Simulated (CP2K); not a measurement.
Pyrrole has these distinct C atoms: C1 (bonded to 2 C and H) and C3 (bonded to C, N and H).

```xyz
10

C    -0.0073   -1.1182    0.4356
C    -1.1489   -0.3255    0.1187
C    -0.6924    0.8933   -0.3533
N     0.6848    0.8543   -0.3322
C     1.1170   -0.3634    0.1478
H    -0.0056   -2.1292    0.8283
H    -2.1893   -0.6139    0.2217
H    -1.2229    1.7731   -0.6977
H     1.2912    1.6140   -0.6144
H     2.1734   -0.5845    0.2456
```

Their partial C K spectra (CP2K XAS_TDP, all-electron GAPW, PBEh(45%), aug-cc-pVDZ, TDA, GW2X-corrected core level, no relativity) are given in random order, each times the number of alike atoms.

Gaussian full width 0.5 eV, oscillator strength per eV, alike atoms added, rows of zeros left out:

| E (eV) | curve 1 | curve 2 |
| --- | --- | --- |
| 287.50 | 0.005 | 0.000 |
| 287.75 | 0.057 | 0.004 |
| 288.00 | 0.170 | 0.051 |
| 288.25 | 0.129 | 0.172 |
| 288.50 | 0.025 | 0.146 |
| 288.75 | 0.001 | 0.032 |
| 289.00 | 0.000 | 0.002 |
| 289.25 | 0.005 | 0.000 |
| 289.50 | 0.020 | 0.001 |
| 289.75 | 0.026 | 0.009 |
| 290.00 | 0.027 | 0.032 |
| 290.25 | 0.022 | 0.027 |
| 290.50 | 0.007 | 0.007 |
| 290.75 | 0.004 | 0.005 |
| 291.00 | 0.011 | 0.011 |
| 291.25 | 0.017 | 0.010 |
| 291.50 | 0.009 | 0.014 |
| 291.75 | 0.002 | 0.021 |
| 292.00 | 0.011 | 0.023 |
| 292.25 | 0.033 | 0.012 |
| 292.50 | 0.035 | 0.008 |
| 292.75 | 0.029 | 0.027 |
| 293.00 | 0.028 | 0.041 |
| 293.25 | 0.020 | 0.045 |
| 293.50 | 0.021 | 0.039 |
| 293.75 | 0.032 | 0.033 |
| 294.00 | 0.055 | 0.050 |
| 294.25 | 0.062 | 0.052 |
| 294.50 | 0.039 | 0.035 |
| 294.75 | 0.024 | 0.047 |
| 295.00 | 0.012 | 0.034 |
| 295.25 | 0.011 | 0.015 |
| 295.50 | 0.009 | 0.015 |
| 295.75 | 0.003 | 0.010 |
| 296.00 | 0.003 | 0.005 |
| 296.25 | 0.003 | 0.007 |
| 296.50 | 0.003 | 0.018 |

Which curve belongs to which atom?

Curve 1: C1 (bonded to 2 C and H), leading line at 288.07 eV (f = 0.048 an atom), ionisation energy 291.25 eV, term value 3.18 eV. Curve 2: C3 (bonded to C, N and H), leading line at 288.35 eV (f = 0.051 an atom), ionisation energy 292.12 eV, term value 3.77 eV. The leading line of an atom is its first one with 35 % of the strongest within 2.5 eV of its lowest line over the strength cut. A line lies at the core ionisation energy, which rises as an atom loses charge to its neighbours or to a π system, less the term value, which is large for a low π* or σ* orbital with weight on that atom.

[Banner, clock and machine lines of the logs are left out without a mark of their own.]

[Logs are printed without paths, hosts, clocks, repeated set-up lines and the standing remarks that a program may print on its own settings, such as how far it seeks lower states.]

[Hosts, paths, dates, database ids (printed as entryN), source tags and the programs' standing remarks are cut or masked in the printed files.]
